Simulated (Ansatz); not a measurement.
# Ba2H2IBr: complex band structure, part 2 of 3

Aim: relax a made-up compound, Ba2H2IBr, and see how good a tunnel barrier it would be. It is built by putting Br for part of the I in the BaHI structure of space group P4/nmm, with the volume rescaled by atomic radii. The parent structure comes from the Materials Project.

Ansatz 0.2.0; r2SCAN DFT, plane waves, PAW files (the session's first sound run).

So far. Step 2 (Relaxing the new crystal): The largest force component on a free atom ends at 0.0031 eV/Å.

The structure was built from a prototype and need not be the compound's stable phase.

**3. Band edges**

The energy window and the wavevectors of the next steps follow from the band edges, so these are searched first, off the mesh as well.

The input, input.yaml:

```yaml
crystal:
  lattice:
    - [4.623834281, 0.0, 0.0]
    - [0.0, 4.623834281, 0.0]
    - [0.0, 0.0, 7.7825256802]
  atoms:
    - { symbol: Ba, position: [0.5, 0.0, 0.8318932886] }
    - { symbol: Ba, position: [0.0, 0.5, 0.1887784194] }
    - { symbol: H, position: [0.5, 0.5, 0.0032605874] }
    - { symbol: H, position: [0.0, 0.0, 0.0032605874] }
    - { symbol: I, position: [0.0, 0.5, 0.6501179272] }
    - { symbol: Br, position: [0.5, 0.0, 0.32268919] }
kpoints:
  mp_grid: { grid: [6, 6, 4] }
  band_path: { path: [VBM, CBM], npoints: 30 }
scf:
  occupations: { method: fixed }
hamiltonian:
  xc: r2scan
output:
  eigenvalues: true
  write_potential: true
  write_density: true
  volumetric_format: npy
  elf: true
```

Command:

```console
$ ansatz run input.yaml --threads 2 --pin off --max-ram 4096MiB --backend cpu --events-out ev --progress --plain --runs-dir out
```

Numbers of over 12 decimals in the logs are rounded to 6 here.

The program printed:

```text
[...]
Crystal: 6 atoms, lattice volume = 166.389 Å³
Basis set: ecut = 500 eV, 4249 PW (Γ), exchange–correlation on 144×144×240 points (64 copies of the dense FFT grid, shifted against one another)
Bands: 29, of which v1, the nominal top of the filled ones, is band 23 counted from 1 (22 counted from 0)
Symmetry: 8 space group operations
[...]
k-points: 30 of 144 (time reversal used)
[...]
SCF iter   1: F=—  HF=-22290.901446 eV  |F-HF|=—  |Δ(HF+E_count)|=         —  Δρ=3.81e-3  dr2=3.56e-2  dr2_τ=8.09e-3  ethr=1.77e-3  ⟨swp⟩=6.2  Hψ=3799  notcnv=0  defer=109
[...]
SCF iter   7: F=-22290.987837 eV  HF=-22290.987837 eV  |F-HF|=1.54e-9  |Δ(HF+E_count)|=   8.17e-8  Δρ=1.57e-6  dr2=6.09e-9  dr2_τ=6.30e-10  ethr=2.17e-10  ⟨swp⟩=15.0  Hψ=5170  notcnv=0
SCF 1 converged in 7 iterations: F = -22290.987837 eV  dr2 = 6.09e-9
[...]
NSCF: frozen V_eff on 40 k-points
[...]
SCF converged after 7 iterations
Free energy (F): -22290.987837 eV
[...]
Internal energy: -22290.987837 eV  (E = F + TS)
E sigma→0 (E₀):  -22290.987837 eV
Fermi energy:    5.256579 eV
[...]
--- Band table (eV; the first three rows and the last of 30) ---
  k-point 0: bands = [... 19 lower, 4.0730, 4.0730, 4.1048, 4.3747, 9.0735, 9.5290, 10.0163, 10.0163, ... 2 higher]
  k-point 1: bands = [... 19 lower, 4.0925, 4.0925, 4.1093, 4.9205, 8.8555, 9.7271, 10.0408, 10.0408, ... 2 higher]
  k-point 2: bands = [... 19 lower, 4.1112, 4.1112, 4.1137, 5.2566, 8.7012, 9.8354, 10.0699, 10.0699, ... 2 higher]
  k-point 29: bands = [... 19 lower, 3.6225, 3.6225, 4.4518, 4.4518, 10.5556, 10.6036, 11.5271, 11.5671, ... 2 higher]
```

Elapsed: 23 s, on 2 threads of Intel Xeon 6975P-C (Granite Rapids), shared host; peak memory 0.77 GiB.

The column dr2 measures how far the density is from self-consistency, as an energy; F and HF (Harris–Foulkes) agree once it is small.

This step gave:

| Property | Result |
| --- | --- |
| Fermi energy | 5.257 eV |
| gap on the k-mesh | 3.445 eV |
| gap on path | 3.445 eV, by band count; negative where bands overlap |
| direct gap on path | 3.445 eV |
| edge places on path | 0, 0 1/A along the path |

Levels at VBM (eV): -2.71, -2.61, -1.98, -1.98, -1.15, -1.15, -1.14, 0.00, 3.44, 4.58, 4.81, 4.81, 5.61, 5.90.

Valence density in the ac plane at fractional y = 0.000, with atoms of Ba and H and Br within 0.2 Å of it. It is the smooth field of the valence electrons, not physical close to the nuclei.

Ten even steps from '_' (0.0 e/Å³) to '@' (1.5 e/Å³), each cell a mean:
```
++--..__..::====--::__..::==
::......--**%%%%##++::__....
______..++%%##++%%##--..____
______::**%%==..**%%==..____
______..++%%**==##%%--______
______..--##%%%%%%++::______
________..--==++==::________
____________......__________
____________________________
____________________________
____________________________
__________........__________
________..::====--::________
______..--++######==..______
______..==##++--****--______
______..++##--..++##--..____
______..==##**++##**::______
________::==****++--..______
________....::--::..________
______________..____________
....______________________..
==::..__________________..--
@@==..________..________::**
```
Columns run along a (4.6 Å), rows up along c (7.8 Å). Atoms in or near the plane, at fractional coordinates: Ba at (0.50, 0.83), H at (0.00, 0.00), Br at (0.50, 0.32).

Electrostatic potential energy in the ac plane at fractional y = 0.000, with atoms of Ba and H and Br within 0.2 Å of it. With pseudopotentials it is smooth inside the atoms' cores, unlike the true potential.

Ten even steps from '_' (-53 eV) to '@' (11 eV), each cell a mean:
```
++%%@@@@%%##******%%@@@@@@##
@@@@@@%%##++==--==**%%@@@@@@
@@@@@@%%++--::::--==##%%@@@@
@@@@@@%%++--::..::--**%%@@@@
@@@@@@%%++--::::::==##%%@@@@
@@@@@@%%##==----==++##@@@@@@
@@@@@@@@%%##**++**##%%@@@@@@
@@@@@@@@@@%%%%%%%%%%@@@@@@@@
@@@@@@@@@@@@@@@@@@@@@@@@@@@@
@@@@@@@@@@@@@@@@@@@@@@@@@@@@
@@@@@@@@@@@@@@@@@@@@@@@@@@@@
@@@@@@@@@@@@@@@@@@@@@@@@@@@@
@@@@@@@@@@@@%%##%%@@@@@@@@@@
@@@@@@@@%%++::..--##@@@@@@@@
@@@@@@@@##::______==%%@@@@@@
@@@@@@@@##..______--%%@@@@@@
@@@@@@@@%%--____..++@@@@@@@@
@@@@@@@@@@##++==**%%@@@@@@@@
@@@@@@@@@@@@%%%%@@@@@@@@@@@@
@@@@@@@@@@@@@@@@@@@@@@@@@@@@
@@@@@@@@@@@@@@@@@@@@@@@@@@@@
##@@@@@@@@@@@@@@@@@@@@@@@@%%
::##@@@@@@@@%%%%%%@@@@@@@@++
```
Columns run along a (4.6 Å; values clipped at the 3rd and 97th percentile), rows up along c (7.8 Å). Atoms in or near the plane, at fractional coordinates: Ba at (0.50, 0.83), H at (0.00, 0.00), Br at (0.50, 0.32).

ELF in the ac plane at fractional y = 0.000, with atoms of Ba and H and Br within 0.2 Å of it. It is the smooth field of the valence electrons, not physical close to the nuclei.

Ten even steps from '0' (0.09 × 1e-1) to '9' (10.00 × 1e-1), each cell a mean:
```
99712688751499
98426887884269
74138732587226
10058600288301
00058731587200
00037877886100
00015788873000
00001355420000
00000000000000
00000000000000
00001344420000
00024677763100
00147888886300
00378876787520
01578610388630
01578600278730
00478732588620
00157888887410
10025788874100
64102466531025
99610011100389
99940000001799
99940133211699
```
Columns run along a (4.6 Å), rows up along c (7.8 Å). Atoms in or near the plane, at fractional coordinates: Ba at (0.50, 0.83), H at (0.00, 0.00), Br at (0.50, 0.32).

The searched edges give 3.44 eV, as on the mesh.

**4. Complex bands, plane (001), k-mesh 6×6×4**

This step: r2SCAN DFT, plane waves, PAW files; complex bands by layer matching along the plane's normal (Ansatz 0.2.0).

The same crystal is laid in a cell whose first two vectors span the (001) plane (indices of the standard conventional cell, whose axes can be ordered otherwise than in the bulk input). At fixed energy and wavevector in the plane the solver finds all kz, real and complex. A few wavevectors are listed, (0, 0) and (0.5, 0) in units of the plane's reciprocal vectors; the slowest state needn't be among them.

Edit input.yaml of step 3 so:

```diff
@@ -4,3 +4,3 @@
     - [0.0, 4.623834281, 0.0]
-    - [0.0, 0.0, 7.7825256802]
+    - [0.0, 0.0, 7.78252568]
   atoms:
@@ -14,3 +14,2 @@
   mp_grid: { grid: [6, 6, 4] }
-  band_path: { path: [VBM, CBM], npoints: 30 }
 scf:
@@ -21,5 +20,6 @@
   eigenvalues: true
-  write_potential: true
-  write_density: true
-  volumetric_format: npy
-  elf: true
+  transmission:
+    leads: [[0, 0]]
+    kpoints: [[0.0, 0.0], [0.5, 0.0]]
+    e_range: [-1.0, 4.44]
+    de: 0.14
```

The program printed:

```text
[...]
Crystal: 6 atoms, lattice volume = 166.389 Å³
Basis set: ecut = 500 eV, 4249 PW (Γ), exchange–correlation on 144×144×240 points (64 copies of the dense FFT grid, shifted against one another)
Bands: 29, of which v1, the nominal top of the filled ones, is band 23 counted from 1 (22 counted from 0)
Symmetry: 8 space group operations
[...]
k-points: 30 of 144 (time reversal used)
[...]
SCF iter   1: F=—  HF=-22290.901447 eV  |F-HF|=—  |Δ(HF+E_count)|=         —  Δρ=3.81e-3  dr2=3.56e-2  dr2_τ=8.09e-3  ethr=1.77e-3  ⟨swp⟩=6.2  Hψ=3799  notcnv=0  defer=109
[...]
SCF iter   7: F=-22290.987837 eV  HF=-22290.987837 eV  |F-HF|=1.54e-9  |Δ(HF+E_count)|=   8.16e-8  Δρ=1.57e-6  dr2=6.09e-9  dr2_τ=6.29e-10  ethr=2.17e-10  ⟨swp⟩=15.0  Hψ=5168  notcnv=0
SCF 1 converged in 7 iterations: F = -22290.987837 eV  dr2 = 6.09e-9
[...]
transmission: 12 of 24 steps passed
transmission: 24 of 24 steps passed
SCF converged after 7 iterations
Free energy (F): -22290.987837 eV
[...]
Internal energy: -22290.987837 eV  (E = F + TS)
E sigma→0 (E₀):  -22290.987837 eV
Fermi energy:    5.256579 eV
[...]
--- Band table (eV; the first three rows and the last of 30) ---
  k-point 0: bands = [... 19 lower, 4.0730, 4.0730, 4.1048, 4.3747, 9.0735, 9.5290, 10.0163, 10.0163, ... 2 higher]
  k-point 1: bands = [... 19 lower, 4.0925, 4.0925, 4.1093, 4.9205, 8.8555, 9.7271, 10.0408, 10.0408, ... 2 higher]
  k-point 2: bands = [... 19 lower, 4.1112, 4.1112, 4.1137, 5.2566, 8.7012, 9.8354, 10.0699, 10.0699, ... 2 higher]
  k-point 29: bands = [... 19 lower, 3.6225, 3.6225, 4.4518, 4.4518, 10.5556, 10.6036, 11.5271, 11.5671, ... 2 higher]
--- Transmission ---
  basis      : 221 plane waves across, 12 finite elements along
  points     : 2, as listed
  energies   : 39 from -1.000000 to 4.320000 eV about the Fermi level, 0.140000 eV apart; the leads are filled to 1.722305 eV, and channels, transmission and decay are at 1.660000 eV
  crystal 0  : I1Ba2H2Br1, at the sites [0, 0], period 7.7825 Å: whole cells are its period
    offset         : up to 0.0000 Å between an atom of the period and one for which it stands
    channels       : 0.000000e0 a spin
    conductance    : none, the energies end too early or step too widely for 300 K: set another output.transmission.e_range or a lower de, or, where they end at an eighth of basis.ecutwfc, a higher one
    slowest decay  : 0.3552 /Å at (0.5000, 0.0000)
```

Elapsed: 30 s, on 2 threads; peak memory 1 GiB.

Numbers from this step:

| Item | Value |
| --- | --- |
| level to which the leads are filled | 1.722 eV from the Fermi level |
| decay constant at the filling level, zone centre | 0.3712 Å⁻¹ |
| decay constant at the filling level, slowest listed point | 0.3552 Å⁻¹ |

K parallel (0, 0); values up to 1.5 1/Å, a degenerate pair printed once or twice; energies at which all values exceed this have no row. The Im kz of the slowest decaying states by energy, zero at the highest filled level on the SCF mesh:

```
energy (eV)  decay 1 (Å⁻¹)  decay 2 (Å⁻¹)  decay 3 (Å⁻¹)  decay 4 (Å⁻¹)
      -1.00         0.0588          0.387          0.492          0.524
      -0.72          0.496          0.547          0.630          0.890
      -0.44          0.497          0.648          0.664          0.841
      -0.16          0.497          0.674          0.757           1.09
      -0.02          0.495          0.675          0.761           1.07
       0.12          0.114          0.494          0.673          0.763
       0.40          0.203          0.489          0.664          0.763
       0.54          0.233          0.486          0.657          0.762
       0.82          0.280          0.479          0.639          0.757
       1.10          0.317          0.470          0.616          0.750
       1.38          0.347          0.459          0.589          0.740
       1.66          0.371          0.445          0.558          0.728
       1.94          0.391          0.430          0.522          0.713
       2.22          0.406          0.412          0.479          0.697
       2.50          0.392          0.416          0.429          0.679
       2.78          0.368          0.368          0.420          0.658
       2.92          0.331          0.355          0.420          0.647
       3.20          0.234          0.325          0.414          0.618
       3.48          0.288          0.400          0.583          0.594
       3.76          0.242          0.376          0.550          0.562
       4.04          0.134          0.173          0.340          0.518
       4.32          0.159          0.285          0.473          0.486
```

K parallel (0.5, 0); values up to 1.5 1/Å, a degenerate pair printed once or twice; energies at which all values exceed this have no row. Im kz of the slowest decaying states against energy, zero at the highest filled level on the SCF mesh:

| energy (eV) | decay 1 (Å⁻¹) | decay 2 (Å⁻¹) | decay 3 (Å⁻¹) | decay 4 (Å⁻¹) |
| --- | --- | --- | --- | --- |
| -1.00 | 0.244 | 0.374 | 0.496 | 0.583 |
| -0.72 | 0.127 | 0.328 | 0.492 | 0.619 |
| -0.58 | 0.411 | 0.496 | 0.629 | 0.745 |
| -0.30 | 0.221 | 0.251 | 0.493 | 0.510 |
| -0.16 | 0.272 | 0.290 | 0.518 | 0.518 |
| -0.02 | 0.305 | 0.313 | 0.525 | 0.538 |
| 0.12 | 0.328 | 0.329 | 0.532 | 0.555 |
| 0.26 | 0.340 | 0.345 | 0.538 | 0.570 |
| 0.54 | 0.354 | 0.366 | 0.549 | 0.594 |
| 0.68 | 0.358 | 0.373 | 0.554 | 0.604 |
| 0.96 | 0.362 | 0.381 | 0.561 | 0.620 |
| 1.10 | 0.362 | 0.383 | 0.563 | 0.618 |
| 1.38 | 0.360 | 0.383 | 0.567 | 0.604 |
| 1.52 | 0.358 | 0.381 | 0.567 | 0.596 |
| 1.80 | 0.352 | 0.376 | 0.567 | 0.577 |
| 1.94 | 0.348 | 0.372 | 0.567 | 0.567 |
| 2.22 | 0.337 | 0.362 | 0.544 | 0.563 |
| 2.36 | 0.331 | 0.356 | 0.532 | 0.561 |
| 2.64 | 0.317 | 0.341 | 0.505 | 0.554 |
| 2.78 | 0.309 | 0.332 | 0.490 | 0.549 |
| 3.06 | 0.290 | 0.313 | 0.457 | 0.533 |
| 3.20 | 0.280 | 0.301 | 0.439 | 0.516 |
| 3.48 | 0.255 | 0.274 | 0.398 | 0.477 |
| 3.62 | 0.240 | 0.258 | 0.375 | 0.456 |
| 3.90 | 0.205 | 0.219 | 0.322 | 0.407 |
| 4.04 | 0.182 | 0.193 | 0.291 | 0.379 |
| 4.32 | 0.111 | 0.117 | 0.209 | 0.310 |

At the listed wavevectors the last open channel is at -0.02 eV and the next at +3.48 eV on the grid. At +1.66 eV, the grid energy nearest the filling level (the middle of the gap on the SCF mesh), the slowest state at the listed wavevectors decays with κ = 0.355 Å⁻¹, its amplitude falling by e over 2.8 Å. Through 1 nm of this crystal that state's transmission falls by exp(−2 × 0.355 Å⁻¹ × 10 Å) = 8.2e-4.

**5. Decay over the two-dimensional zone**

The listed points could miss the slowest state, so one energy near mid-gap is solved on a mesh of 8×8.

Edit input.yaml of step 4 so:

```diff
@@ -20,6 +20,2 @@
   eigenvalues: true
-  transmission:
-    leads: [[0, 0]]
-    kpoints: [[0.0, 0.0], [0.5, 0.0]]
-    e_range: [-1.0, 4.44]
-    de: 0.14
+  transmission: { leads: [[0, 0]], kmesh: [8, 8], e_range: [1.72, 1.73], de: 0.05 }
```

The program printed:

```text
[...]
Crystal: 6 atoms, lattice volume = 166.389 Å³
Basis set: ecut = 500 eV, 4249 PW (Γ), exchange–correlation on 144×144×240 points (64 copies of the dense FFT grid, shifted against one another)
Bands: 29, of which v1, the nominal top of the filled ones, is band 23 counted from 1 (22 counted from 0)
Symmetry: 8 space group operations
[...]
k-points: 30 of 144 (time reversal used)
[...]
SCF iter   1: F=—  HF=-22290.901447 eV  |F-HF|=—  |Δ(HF+E_count)|=         —  Δρ=3.81e-3  dr2=3.56e-2  dr2_τ=8.09e-3  ethr=1.77e-3  ⟨swp⟩=6.2  Hψ=3799  notcnv=0  defer=109
[...]
SCF iter   7: F=-22290.987837 eV  HF=-22290.987837 eV  |F-HF|=1.54e-9  |Δ(HF+E_count)|=   8.16e-8  Δρ=1.57e-6  dr2=6.09e-9  dr2_τ=6.29e-10  ethr=2.17e-10  ⟨swp⟩=15.0  Hψ=5168  notcnv=0
SCF 1 converged in 7 iterations: F = -22290.987837 eV  dr2 = 6.09e-9
[...]
transmission: 44 of 165 steps passed
transmission: 88 of 165 steps passed
transmission: 132 of 165 steps passed
transmission: 165 of 165 steps passed
SCF converged after 7 iterations
Free energy (F): -22290.987837 eV
[...]
Internal energy: -22290.987837 eV  (E = F + TS)
E sigma→0 (E₀):  -22290.987837 eV
Fermi energy:    5.256579 eV
[...]
--- Band table (eV; the first three rows and the last of 30) ---
  k-point 0: bands = [... 19 lower, 4.0730, 4.0730, 4.1048, 4.3747, 9.0735, 9.5290, 10.0163, 10.0163, ... 2 higher]
  k-point 1: bands = [... 19 lower, 4.0925, 4.0925, 4.1093, 4.9205, 8.8555, 9.7271, 10.0408, 10.0408, ... 2 higher]
  k-point 2: bands = [... 19 lower, 4.1112, 4.1112, 4.1137, 5.2566, 8.7012, 9.8354, 10.0699, 10.0699, ... 2 higher]
  k-point 29: bands = [... 19 lower, 3.6225, 3.6225, 4.4518, 4.4518, 10.5556, 10.6036, 11.5271, 11.5671, ... 2 higher]
--- Transmission ---
  basis      : 221 plane waves across, 11 finite elements along
  points     : 15, standing for a mesh of 8 x 8
  energies   : 1 from 1.720000 to 1.720000 eV about the Fermi level; the leads are filled to 1.722305 eV, and channels, transmission and decay are at 1.720000 eV
[...]
channels       : 0.000000e0 a spin
    conductance    : none, crystal 0 has no channel at the energies, or these end too early or step too widely for 300 K: set another output.transmission.e_range or a lower de, or, where they end at an eighth of basis.ecutwfc, a higher one
    slowest decay  : 0.3242 /Å at (0.5000, 0.5000)
```

Elapsed: 24 s, on 2 threads; peak memory 1.2 GiB.

This step gave:

| Quantity | Value |
| --- | --- |
| least decay constant on the mesh | 0.3242 Å⁻¹ |

Slowest decay constant (1/Å; 0 where a channel is open) over k1 and k2. At 1.7200 eV from the Fermi level.

Ten even steps from '_' (0.324) to '@' (0.462):
```
__..----------..
..--==++++++==--
::--++@@@@@@++--
::--++@@--@@++--
::--++@@@@@@++--
..--==++++++==--
__..----------..
____..::::::..__
```
Columns: k1 (b1) from -0.5 to 0.375; rows upwards: k2 (b2) from -0.5 to 0.375.

The least value on the mesh is 0.324 Å⁻¹ at +1.72 eV. At that energy the listed points give about 0.354 Å⁻¹ by interpolation, so they missed the slowest state.

(Part 2 of 3 ends here.)

[Logs are printed without paths, hosts, clocks, repeated set-up lines and the standing remarks that a program may print on its own settings, such as how far it seeks lower states.]

[Hosts, paths, dates, database ids (printed as entryN), source tags and the programs' standing remarks are cut or masked in the printed files.]
